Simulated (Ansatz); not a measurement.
**BaCeSe3 (model cell, started as cubic perovskite with Ce in the octahedra): following an unstable mode**

Aim: this structure of BaCeSe3 (model cell, started as cubic perovskite with Ce in the octahedra) is to be tested for unstable modes, and one is followed downhill.

Calculated with Ansatz 0.2.0; DFT PBEsol, scalar-relativistic, plane waves, PAW; PAW set soft_1.

The structure was built from a prototype and need not be the compound's stable phase.

## Step 1: Set-up

Symmetry: Pm-3m, No. 221, cubic system. The conventional cell has a = 5.463 Å, b = 5.463 Å, c = 5.463 Å, α = 90.00°, β = 90.00°, γ = 90.00°. Nearest to Ba lie 12 Se at 3.86 Å. Nearest to Ce lie 6 Se at 2.73 Å. Nearest to Se lie 2 Ce at 2.73 Å and 4 Ba at 3.86 Å. Farther neighbours and most contacts between anions are not listed.

## Step 2: Response at finite wavevector

The cell comes from relaxations at this level that are not shown. Stability and thermal properties need the whole zone. Linear response on a 2×2×2 q mesh gives force constants as far as a supercell of that size would, and the tensors from the zone-centre run are typed in so that the long-range dipole term is interpolated apart.

The input, input.yaml:

```yaml
crystal:
  lattice:
    - [5.4631095288, 0.0, 0.0]
    - [0.0, 5.4631095288, 0.0]
    - [0.0, 0.0, 5.4631095288]
  atoms:
    - { symbol: Ba, position: [0.0, 0.0, 0.0] }
    - { symbol: Ce, position: [0.5, 0.5, 0.5] }
    - { symbol: Se, position: [0.5, 0.5, 0.0] }
    - { symbol: Se, position: [0.5, 0.0, 0.5] }
    - { symbol: Se, position: [0.0, 0.5, 0.5] }
kpoints:
  mp_grid: { grid: [8, 8, 8] }
hamiltonian:
  xc: pbesol
  pseudopotentials: { kind: paw, azcp: { folder: soft_1 }, xc_functional: pbe }
scf:
  occupations: { method: fixed }
output:
  eigenvalues: true
phonons:
  method: dfpt
  qmesh: [2, 2, 2]
  temperatures: { t_max: 1000, t_step: 50 }
  qpath:
    path:
      - [[0.0, 0.0, 0.0], [0.0, 0.5, 0.0], [0.5, 0.5, 0.0], [0.0, 0.0, 0.0], [0.5, 0.5, 0.5], [0.0, 0.5, 0.0]]
      - [[0.5, 0.5, 0.5], [0.5, 0.5, 0.0]]
    npoints: 10
  non_analytic_term:
    high_frequency_dielectric_tensor: [[10.9307, 0.0, 0.0], [0.0, 10.9307, 0.0], [0.0, 0.0, 10.9307]]
    born_effective_charges:
      - { species: Ba, tensor: [[3.0544, 0.0, 0.0], [0.0, 3.0544, 0.0], [0.0, 0.0, 3.0544]] }
      - { species: Ce, tensor: [[6.9098, 0.0, 0.0], [0.0, 6.9098, 0.0], [0.0, 0.0, 6.9098]] }
      - { species: Se, tensor: [[-1.8407, 0.0, 0.0], [0.0, -1.8407, 0.0], [0.0, 0.0, -6.2829]] }
      - { species: Se, tensor: [[-1.8407, 0.0, 0.0], [0.0, -6.2829, 0.0], [0.0, 0.0, -1.8407]] }
      - { species: Se, tensor: [[-6.2829, 0.0, 0.0], [0.0, -1.8407, 0.0], [0.0, 0.0, -1.8407]] }
    source: "zone-centre run at this cell"
```

The run is started by

```sh
> ansatz run input.yaml --threads 4 --pin off --max-ram 16384MiB --backend cpu --events-out ev --progress --plain --runs-dir out
```

Numbers of over 12 decimals in the logs are rounded to 6 here.

The log of the run:

```text
Engine: ansatz 0.2.0, aarch64-unknown-linux-gnu
Pseudopotentials: kind: paw
Pseudopotential: Ba, paw, valence charge 10, recommended cutoff 420 eV (normal), soft_1/Ba.paw.azcp
Pseudopotential: Ce, paw, valence charge 12, recommended cutoff 420 eV (normal), soft_1/Ce.paw.azcp
Pseudopotential: Se, paw, valence charge 16, recommended cutoff 420 eV (normal), soft_1/Se.paw.azcp
Functional definition: PBEsol
  exchange = pbesol_x
  correlation = pbesol_c
Crystal: 5 atoms, lattice volume = 163.050 Å³
Basis set: ecut = 420 eV, 3191 PW (Γ), exchange–correlation on 80×80×80 points (8 copies of the dense FFT grid, shifted against one another)
Bands: 42, of which v1, the nominal top of the filled ones, is band 35 counted from 1 (34 counted from 0)
Symmetry: 48 space group operations
k-points: 35 of 512
Non-local potential: Ba, projectors of the file, l = 0: 3, l = 1: 2, l = 2: 2, l = 3: 2
Non-local potential: Ce, projectors of the file, l = 0: 3, l = 1: 2, l = 2: 2, l = 3: 3
Non-local potential: Se, projectors of the file, l = 0: 2, l = 1: 2, l = 2: 3, l = 3: 1
PAW form: soft (Blöchl's): semilocal exchange-correlation on the pseudo side does not see the compensation charge
PAW frozen core: Ba, regenerated for the run's functional, and the local potential with it (the file was generated under x = pbe(κ = 0.804, μ = 0.219515), c = pbe(β = 0.066725))
PAW frozen core: Ce, regenerated for the run's functional, and the local potential with it (the file was generated under x = pbe(κ = 0.804, μ = 0.219515), c = pbe(β = 0.066725))
PAW frozen core: Se, regenerated for the run's functional, and the local potential with it (the file was generated under x = pbe(κ = 0.804, μ = 0.219515), c = pbe(β = 0.066725))
PAW one-centre angular grid: Ba, 194 points (default); XC on 64 Gauss nodes
PAW one-centre angular grid: Ce, 590 points (default); XC on 64 Gauss nodes
PAW one-centre angular grid: Se, 590 points (default); XC on 64 Gauss nodes
Initial density: superposition of atomic densities (chi_scale 0.1, normalization cell, long waves kept (reshape's long-wave potential 0.00 eV rms))
Initial wavefunctions: pseudopotential atomic-orbital guess
Functional: x = pbesol(κ = 0.804, μ = 0.123457), c = pbesol(β = 0.046)
SCF iter   1: F=—  HF=-28637.877054 eV  |F-HF|=—  |Δ(HF+E_count)|=         —  Δρ=3.39e-1  dr2=3.12e2  ethr=3.10e-3  ⟨swp⟩=4.1  Hψ=4778  notcnv=0  defer=109
preconditioner: auto → Resta (q_TF=auto, 2.370 Å⁻¹)  ε∞=8.6  [insulator: Δε(μ)=0.000 eV  Ē_g=5.795 eV  n_scr=32 (ndim 8)  ℏωp=15.9 eV  f_vac=0.000  ε∞_Penn≈8.6]
SCF iter   2: F=—  HF=-28676.432320 eV  |F-HF|=—  |Δ(HF+E_count)|=    3.86e1  Δρ=2.04e-1  dr2=8.65e1  ethr=3.10e-3  ⟨swp⟩=6.0  Hψ=6099  notcnv=0  defer=150
SCF iter   3: F=—  HF=-28649.227397 eV  |F-HF|=—  |Δ(HF+E_count)|=    2.72e1  Δρ=1.42e-1  dr2=4.21e1  ethr=3.10e-3  ⟨swp⟩=4.5  Hψ=4016  notcnv=0  defer=142
SCF iter   4: F=—  HF=-28629.633771 eV  |F-HF|=—  |Δ(HF+E_count)|=    1.96e1  Δρ=4.80e-2  dr2=4.70e0  ethr=3.10e-3  ⟨swp⟩=4.2  Hψ=3744  notcnv=0  defer=84
SCF iter   5: F=—  HF=-28630.910297 eV  |F-HF|=—  |Δ(HF+E_count)|=    1.28e0  Δρ=1.90e-1  dr2=8.70e1  ethr=3.10e-3  ⟨swp⟩=4.0  Hψ=3319  notcnv=0  defer=97  recentre
SCF iter   6: F=—  HF=-28631.150430 eV  |F-HF|=—  |Δ(HF+E_count)|=   2.40e-1  Δρ=6.28e-2  dr2=9.38e0  ethr=3.10e-3  ⟨swp⟩=4.2  Hψ=3965  notcnv=0  defer=127
SCF iter   7: F=—  HF=-28629.346028 eV  |F-HF|=—  |Δ(HF+E_count)|=    1.80e0  Δρ=4.04e-2  dr2=3.87e0  ethr=3.10e-3  ⟨swp⟩=3.5  Hψ=2998  notcnv=0  defer=110
SCF iter   8: F=—  HF=-28628.688534 eV  |F-HF|=—  |Δ(HF+E_count)|=   6.57e-1  Δρ=5.56e-3  dr2=7.20e-2  ethr=3.10e-3  ⟨swp⟩=3.6  Hψ=3267  notcnv=0  defer=79
SCF iter   9: F=—  HF=-28628.681248 eV  |F-HF|=—  |Δ(HF+E_count)|=   7.29e-3  Δρ=5.46e-4  dr2=5.92e-4  ethr=1.03e-4  ⟨swp⟩=2.9  Hψ=1837  notcnv=0  defer=124
SCF iter  10: F=—  HF=-28628.687417 eV  |F-HF|=—  |Δ(HF+E_count)|=   6.17e-3  Δρ=5.80e-3  dr2=7.87e-2  ethr=8.46e-7  ⟨swp⟩=3.6  Hψ=3121  notcnv=0  defer=156
SCF iter  11: F=—  HF=-28628.681705 eV  |F-HF|=—  |Δ(HF+E_count)|=   5.71e-3  Δρ=1.85e-3  dr2=8.24e-3  ethr=8.46e-7  ⟨swp⟩=4.9  Hψ=3868  notcnv=0  defer=151
SCF iter  12: F=—  HF=-28628.681090 eV  |F-HF|=—  |Δ(HF+E_count)|=   6.16e-4  Δρ=6.94e-4  dr2=1.15e-3  ethr=8.46e-7  ⟨swp⟩=2.3  Hψ=2198  notcnv=0  defer=144
SCF iter  13: F=—  HF=-28628.680997 eV  |F-HF|=—  |Δ(HF+E_count)|=   9.27e-5  Δρ=1.86e-4  dr2=8.13e-5  ethr=8.46e-7  ⟨swp⟩=2.2  Hψ=1671  notcnv=0  defer=144
SCF iter  14: F=—  HF=-28628.680992 eV  |F-HF|=—  |Δ(HF+E_count)|=   4.72e-6  Δρ=1.73e-5  dr2=7.27e-7  ethr=1.16e-7  ⟨swp⟩=1.8  Hψ=1534  notcnv=0  defer=92
SCF iter  15: F=—  HF=-28628.680991 eV  |F-HF|=—  |Δ(HF+E_count)|=   1.15e-6  Δρ=1.55e-5  dr2=6.04e-7  ethr=1.04e-9  ⟨swp⟩=1.9  Hψ=1599  notcnv=0  defer=62
SCF iter  16: F=—  HF=-28628.680991 eV  |F-HF|=—  |Δ(HF+E_count)|=   4.98e-8  Δρ=1.39e-6  dr2=4.98e-9  ethr=8.63e-10  ⟨swp⟩=1.8  Hψ=1525  notcnv=0  defer=62
SCF iter  17: F=—  HF=-28628.680991 eV  |F-HF|=—  |Δ(HF+E_count)|=  5.75e-10  Δρ=4.53e-7  dr2=4.88e-10  ethr=7.11e-12  ⟨swp⟩=2.2  Hψ=2621  notcnv=0  defer=62
SCF iter  18: F=—  HF=-28628.680991 eV  |F-HF|=—  |Δ(HF+E_count)|=  3.64e-11  Δρ=1.09e-7  dr2=3.01e-11  ethr=1.00e-12  ⟨swp⟩=1.9  Hψ=1663  notcnv=0  defer=62
SCF iter  19: F=—  HF=-28628.680991 eV  |F-HF|=—  |Δ(HF+E_count)|=    0.00e0  Δρ=7.07e-8  dr2=1.51e-11  ethr=1.00e-12  ⟨swp⟩=11.0  Hψ=8278  notcnv=0
SCF iter  20: F=-28628.680991 eV  HF=-28628.680991 eV  |F-HF|=7.28e-12  |Δ(HF+E_count)|=  7.28e-12  Δρ=4.23e-9  dr2=8.06e-14  ethr=1.00e-12  ⟨swp⟩=4.9  Hψ=5453  notcnv=0
SCF 1 converged in 20 iterations: F = -28628.680991 eV  dr2 = 8.06e-14
  greatest PAW one-centre occupation: 1.000 electrons in one spin orbital (limit 2), on the Se atom at site 3 (counted from 0), in its partial waves of l = 2
NSCF: frozen V_eff on 35 k-points
NSCF: frozen V_eff on 125 k-points
DFPT response loops at q = (0, 0, 0) (fractional): preconditioner auto → Resta (q_TF=auto, 2.370 Å⁻¹)  ε∞=9.3 (no band partly filled); β = 1.00, the filter's whole step (`scf.mixing.beta` (0.50) is not read by the response loops at its default; to damp them type it under 1.00, their step now; it binds the ground state too); Broyden in place of MSR1
NSCF: frozen V_eff on 250 k-points
DFPT response loops at q = (0, 0, -0.5) (fractional): mixed as the last ones told, above
NSCF: frozen V_eff on 250 k-points
DFPT response loops at q = (0, -0.5, -0.5) (fractional): mixed as the last ones told, above
NSCF: frozen V_eff on 250 k-points
DFPT response loops at q = (-0.5, -0.5, -0.5) (fractional): mixed as the last ones told, above
SCF converged after 20 iterations
Free energy (F): -28628.680991 eV
Harris-Foulkes:  -28628.680991 eV  (|F-HF|=7.28e-12)
Internal energy: -28628.680991 eV  (E = F + TS)
E sigma→0 (E₀):  -28628.680991 eV
Fermi energy:    7.426615 eV
--- Per-component energies (eV) ---
  E_band       = -1287.496282
  E_kinetic    = 728.009493
  E_local      = -10011.009226  (includes V_loc(G=0)·N_el)
  E_nonlocal   = -857.399592
  E_hartree    = 5060.874780
  E_xc         = -595.696126
  E_vxc        = -570.362748  (∫ρ·V_xc dr)
  E_paw        = -16857.236511  (= ΣΔE_a)
  E_vpaw       = -698.482611  (= ΣTr[D̂ρ^β])
  E_aug_tail   = -0.001143  (compensation charges beyond the density's cutoff)
  E_ewald      = -6099.625310
  E_core_change = 3.402643  (= ΣΔE_core)
  E_smearing   = -0.000000  (= −TS)
  E_closure    = 0.000000  (closes the sum)
  Σ components = -28628.680991   (vs F -28628.680991, Δ=0.00e0)
--- Band table (eV; the first three rows and the last of 35) ---
  k-point 0: bands = [... 31 lower, 6.1428, 6.7215, 6.7215, 6.7215, 8.1871, 8.5379, 8.5379, 8.5379, ... 3 higher]
  k-point 1: bands = [... 31 lower, 6.0513, 6.4116, 6.7070, 6.7070, 8.1825, 8.3992, 8.3992, 8.5102, ... 3 higher]
  k-point 2: bands = [... 31 lower, 5.8092, 5.8552, 6.6854, 6.6854, 8.1727, 8.2968, 8.2968, 8.4719, ... 3 higher]
  k-point 34: bands = [... 31 lower, 4.4298, 7.4266, 7.4266, 7.4266, 8.1201, 8.1653, 8.1653, 8.1653, ... 3 higher]
--- Phonons (Γ-DFPT): 4 representative perturbations + reference (Σ response iterations 12) ---
  ASR residual: 9.811e-5 → 0.000e0 eV/Å²; symmetrization residual: 1.002e-5 eV/Å²
  ASR residual per site (eV/Å²): 9.81e-5 1.40e-5 3.70e-5 3.70e-5 3.70e-5
  Γ frequencies (cm⁻¹): -51.05 -51.05 -51.05 -40.23 -40.23 -40.23 0.00 0.00 0.00 57.44 57.44 57.44 224.38 224.38 224.38
--- Phonons (arbitrary-q DFPT): 4 irreducible q on the 2×2×2 mesh ---
  q = [0.0000, 0.0000, 0.0000] (star 1, of the zone-centre solve; hermiticity 1.87e-6, symmetrization 7.46e-12): -51.05 -51.05 -51.05 -40.23 -40.23 -40.23 -0.00 -0.00 0.00 57.44 57.44 57.44 224.38 224.38 224.38
  q = [0.0000, 0.0000, -0.5000] (star 3, 9 solved perturbations in 975 linear systems a pass and spin channel, the states on 125 of 512 k-point pairs; hermiticity 1.58e-6, symmetrization 8.88e-12): -42.92 -42.92 -30.38 -30.38 -23.72 41.55 41.55 44.47 50.44 50.44 52.66 170.91 224.87 224.87 237.20
  q = [0.0000, -0.5000, -0.5000] (star 3, 9 solved perturbations in 975 linear systems a pass and spin channel, the states on 125 of 512 k-point pairs; hermiticity 3.20e-7, symmetrization 4.29e-13): -66.78 -48.83 -48.83 -23.38 28.10 28.10 48.75 48.75 50.87 79.38 173.42 173.42 195.59 225.43 243.86
  q = [-0.5000, -0.5000, -0.5000] (star 1, 4 solved perturbations in 350 linear systems a pass and spin channel, the states on 125 of 512 k-point pairs; hermiticity 1.23e-7, symmetrization 1.04e-11): -70.34 -70.34 -70.34 -40.51 -40.51 -40.51 77.37 77.37 77.37 175.05 175.05 175.05 191.69 191.69 249.70
  sum rule: each row above includes the acoustic sum rule's correction from the zone centre's row sums; it moved no ω² by more than (0.44 cm⁻¹)²
  mesh force constants: q→R imaginary residual 4.46e-18; ASR residual 9.811e-5 → 0.000e0 eV/Å²; symmetrization residual 1.243e-14 eV/Å²
  interpolated dispersion: 63 rows × 15 modes
  density of states and harmonic sums: on the 12×12×12 q-mesh, interpolated from the force constants of a 2×2×2 supercell (with the dipole–dipole term of supplied tensors)
  largest difference from the sums on the solved wave vectors: F 4.29e-2 eV, S 4.69e-5 and C_V 1.95e-5 eV/K
  zero-point energy: 0.075444 eV/cell   skipped modes (ω ≤ 0): 445, of them read as no rigid motion or as one in doubt: 442 (5.295e0 modes/cell left out, lowest -70.34 cm⁻¹)   left out of the sums: 3.53e-1 of the cell's modes: C_V's classical limit lies that fraction below 3 k_B per atom; for a crystal, a wire or a layer, F and S can be off by more, and a phonons.interpolated_qmesh denser along its periods is the remedy for the sampling
```

Elapsed: 8.5 min, on 4 threads of Arm Neoverse V2, shared host; peak memory 2.4 GiB; 33 min of CPU time.

This step gave:

| Quantity | Value |
| --- | --- |
| gap on the k-mesh | 0.6935 eV |
| volume per atom | 32.61 Å³ |
| sum-rule residual before enforcement | 9.81e-5 eV/Å² |
| lowest frequency on the path | -70.34 cm⁻¹ |
| point group | m-3m |
| highest frequency on the path or at a solved wavevector | 270.7 cm⁻¹ |
| highest optical mode at the zone centre (no LO-TO term) | 224.4 cm⁻¹ |
| lowest optical zone-centre mode | -51.05 cm⁻¹ |
| lowest mode on the q mesh (acoustic modes at Γ apart) | -70.34 cm⁻¹ |

Frequencies (cm⁻¹) solved at each irreducible wavevector; negative means imaginary. Frequencies by wavevector, by row:

| q in reciprocal lattice units | star | mode 1 | mode 2 | mode 3 | mode 4 | mode 13 | mode 14 | mode 15 |
| --- | --- | --- | --- | --- | --- | --- | --- | --- |
| 0 0 0 | 1 | -51 | -51 | -51 | -40.2 | 224.4 | 224.4 | 224.4 |
| 0 0 -0.5 | 3 | -42.9 | -42.9 | -30.4 | -30.4 | 224.9 | 224.9 | 237.2 |
| 0 -0.5 -0.5 | 3 | -66.8 | -48.8 | -48.8 | -23.4 | 195.6 | 225.4 | 243.9 |
| -0.5 -0.5 -0.5 | 1 | -70.3 | -70.3 | -70.3 | -40.5 | 191.7 | 191.7 | 249.7 |

Interpolated from a 2×2×2 q mesh, with the LO-TO term (at Γ the limit along the path; where Γ stands inside the path, tables give the limit on arrival). The phonon branches at the labelled points (cm⁻¹):

| point | branch 1 | branch 2 | branch 3 | branch 4 | branch 12 | branch 13 | branch 14 | branch 15 |
| --- | --- | --- | --- | --- | --- | --- | --- | --- |
| Γ | -51 | -51 | -40 | -40 | 71 | 224 | 224 | 271 |
| halfway | -48 | -48 | -33 | -33 | 118 | 225 | 225 | 259 |
| X | -43 | -43 | -30 | -30 | 171 | 225 | 225 | 237 |
| halfway | -57 | -43 | -40 | -36 | 172 | 208 | 225 | 248 |
| M | -67 | -49 | -49 | -23 | 173 | 196 | 225 | 244 |
| halfway | -53 | -44 | -43 | -32 | 121 | 214 | 225 | 259 |
| Γ | -51 | -51 | -40 | -40 | 71 | 224 | 224 | 271 |
| halfway | -52 | -51 | -51 | -33 | 123 | 215 | 215 | 261 |
| R | -70 | -70 | -70 | -40 | 175 | 192 | 192 | 250 |
| halfway | -58 | -57 | -49 | -38 | 173 | 204 | 215 | 254 |
| X | -43 | -43 | -30 | -30 | 171 | 225 | 225 | 237 |
| jump to R | -70 | -70 | -70 | -40 | 175 | 192 | 192 | 250 |
| halfway | -69 | -58 | -58 | -36 | 174 | 194 | 210 | 251 |
| M | -67 | -49 | -49 | -23 | 173 | 196 | 225 | 244 |

Symmetry leaves 4 wavevectors to solve. The lowest mode among them, the acoustic zeros apart, lies at q = (-0.5, -0.5, -0.5) and is imaginary, 70.3i cm⁻¹, so the energy falls along it.

## Step 3: The mode frozen in, largest atomic shift 0 Å

The mode followed lies at q = (-0.5, -0.5, -0.5) with frequency 70.3i cm⁻¹ and is 3-fold degenerate, the softest among the wavevectors solved. At small amplitude the distorted cell has space group no. 167 by a symmetry search on the positions. The undistorted cell that holds it gives the zero of energy on the same k mesh.

System of this step: BaCeSe3 (model cell, started as cubic perovskite with Ce in the octahedra). The structure is cubic, space group Pm-3m (No. 221). Conventional cell: a = 5.463 Å, b = 5.463 Å, c = 5.463 Å, α = 90.00°, β = 90.00°, γ = 90.00°. Nearest to Ba lie 12 Se at 3.86 Å. Nearest to Ce lie 6 Se at 2.73 Å. Se has 2 Ce at 2.73 Å and 4 Ba at 3.86 Å nearest. Farther neighbours and most contacts between anions are not listed.

The input, input.yaml:

```yaml
crystal:
  lattice:
    - [5.4631095288, 5.4631095288, 0.0]
    - [5.4631095288, 0.0, 5.4631095288]
    - [5.4631095288, 0.0, -5.4631095288]
  atoms:
    - { symbol: Ba, position: [0.0, 0.0, 0.0] }
    - { symbol: Ba, position: [0.0, 0.5, 0.5] }
    - { symbol: Ce, position: [0.5, 0.25, 0.75] }
    - { symbol: Ce, position: [0.5, 0.75, 0.25] }
    - { symbol: Se, position: [0.5, 0.0, 0.0] }
    - { symbol: Se, position: [0.5, 0.5, 0.5] }
    - { symbol: Se, position: [0.0, 0.5, 0.0] }
    - { symbol: Se, position: [0.0, 0.0, 0.5] }
    - { symbol: Se, position: [0.5, 0.0, 0.5] }
    - { symbol: Se, position: [0.5, 0.5, 1.0] }
kpoints:
  mp_grid: { grid: [6, 6, 6] }
hamiltonian:
  xc: pbesol
  pseudopotentials: { kind: paw, azcp: { folder: soft_1 }, xc_functional: pbe }
scf:
  occupations: { method: gaussian, width: 0.02 }
output:
  forces: true
  stress: true
  eigenvalues: true
```

The log of the run:

```text
band count auto-derived: 89 (N_el = 140.0; filled up to band 70; 84 by the electrons, moments and atoms)
[...]
Crystal: 10 atoms, lattice volume = 326.099 Å³
Basis set: ecut = 420 eV, 6375 PW (Γ), exchange–correlation on 108×108×108 points (8 copies of the dense FFT grid, shifted against one another)
[...]
k-point 0: bands = [... 66 lower, 6.7215, 7.4266, 7.4266, 7.4266, 8.1202, 8.1654, 8.1654, 8.1654, ... 15 higher]
  k-point 1: bands = [... 66 lower, 6.5940, 7.1675, 7.1675, 7.2839, 8.1315, 8.1816, 8.1820, 8.1820, ... 15 higher]
  k-point 2: bands = [... 66 lower, 6.3819, 6.7214, 6.7214, 6.9798, 8.1501, 8.1719, 8.1971, 8.1971, ... 15 higher]
  k-point 15: bands = [... 66 lower, 6.3015, 6.5495, 6.6173, 7.0275, 8.1642, 8.1680, 8.1978, 8.2011, ... 15 higher]
[key lines of the parts left out:]
SCF converged after 12 iterations
Free energy (F): -57257.361959 eV
Fermi energy:    7.773711 eV
P = ⅓ Tr σ = 0.0035 GPa (0.035 kbar)
```

It took 9.7 s on 4 threads; peak memory 1.2 GiB; 37 s of CPU time.

Numbers from this step:

```yaml
pressure: 0.003512 GPa
gap_on_the_k_mesh: 0.6936 eV
energy_from_the_undistorted_cell: 0 meV/atom
```

At this level the gap is 0.69 eV on the k-mesh of the self-consistent run, which can miss the band edges.

## Step 4: The mode frozen in, largest atomic shift 0.6 Å

The atoms are moved along the unstable eigenvector, the largest shift by 0.6 Å, with the cell fixed.

input.yaml, the sections that differ from step 3:

```yaml
crystal:
  lattice:
    - [5.4631095288, 5.4631095288, 0.0]
    - [5.4631095288, 0.0, 5.4631095288]
    - [5.4631095288, 0.0, -5.4631095288]
  atoms:
    - { symbol: Ba, position: [0.0, 0.0, 0.0] }
    - { symbol: Ba, position: [0.0, 0.5, 0.5] }
    - { symbol: Ce, position: [0.5, 0.25, 0.75] }
    - { symbol: Ce, position: [0.5, 0.75, 0.25] }
    - { symbol: Se, position: [0.5776598138, 0.0, 0.0] }
    - { symbol: Se, position: [0.4223401862, 0.5, 0.5] }
    - { symbol: Se, position: [0.0, 0.4223401862, 0.0] }
    - { symbol: Se, position: [0.0, 0.0776598138, 0.5] }
    - { symbol: Se, position: [0.5776598138, -0.0776598138, 0.5] }
    - { symbol: Se, position: [0.4223401862, 0.5776598138, 1.0] }
# kpoints, hamiltonian, scf, output: as in step 3
```

The log of the run:

```text
[...]
Crystal: 10 atoms, lattice volume = 326.099 Å³
Basis set: ecut = 420 eV, 6375 PW (Γ), exchange–correlation on 108×108×108 points (8 copies of the dense FFT grid, shifted against one another)
Bands: 89, of which v1, the nominal top of the filled ones, is band 70 counted from 1 (69 counted from 0)
Symmetry: 12 space group operations
[...]
k-points: 32 of 216
[...]
k-point 0: bands = [... 66 lower, 6.4183, 6.4689, 6.6033, 6.6033, 7.7210, 7.7524, 7.7634, 7.7634, ... 15 higher]
  k-point 1: bands = [... 66 lower, 6.2638, 6.4314, 6.5859, 6.5859, 7.7259, 7.7509, 7.7727, 7.7727, ... 15 higher]
  k-point 2: bands = [... 66 lower, 6.0775, 6.3686, 6.4388, 6.4388, 7.7345, 7.7464, 7.7891, 7.7891, ... 15 higher]
  k-point 31: bands = [... 66 lower, 6.2209, 6.2209, 6.5269, 6.5269, 7.7365, 7.7365, 7.7898, 7.7898, ... 15 higher]
[key lines of the parts left out:]
SCF converged after 13 iterations
Free energy (F): -57258.150963 eV
Fermi energy:    7.296222 eV
P = ⅓ Tr σ = -1.3292 GPa (-13.292 kbar)
```

Elapsed: 21 s, on 4 threads; peak memory 1.4 GiB; 81 s of CPU time.

This step gave:

* pressure: -1.329 GPa
* gap on the k-mesh: 0.8502 eV
* energy from the undistorted cell: -78.9 meV/atom

The energy, extrapolated to zero smearing, is -78.90 meV/atom against the undistorted cell.

The run ends at a pressure of -1.33 GPa, with forces up to 0.068 eV/Å.

[end of part 1 of 2]

[Logs are printed without paths, hosts, clocks, repeated set-up lines and the standing remarks that a program may print on its own settings, such as how far it seeks lower states.]

[Hosts, paths, dates, database ids (printed as entryN), source tags and the programs' standing remarks are cut or masked in the printed files.]
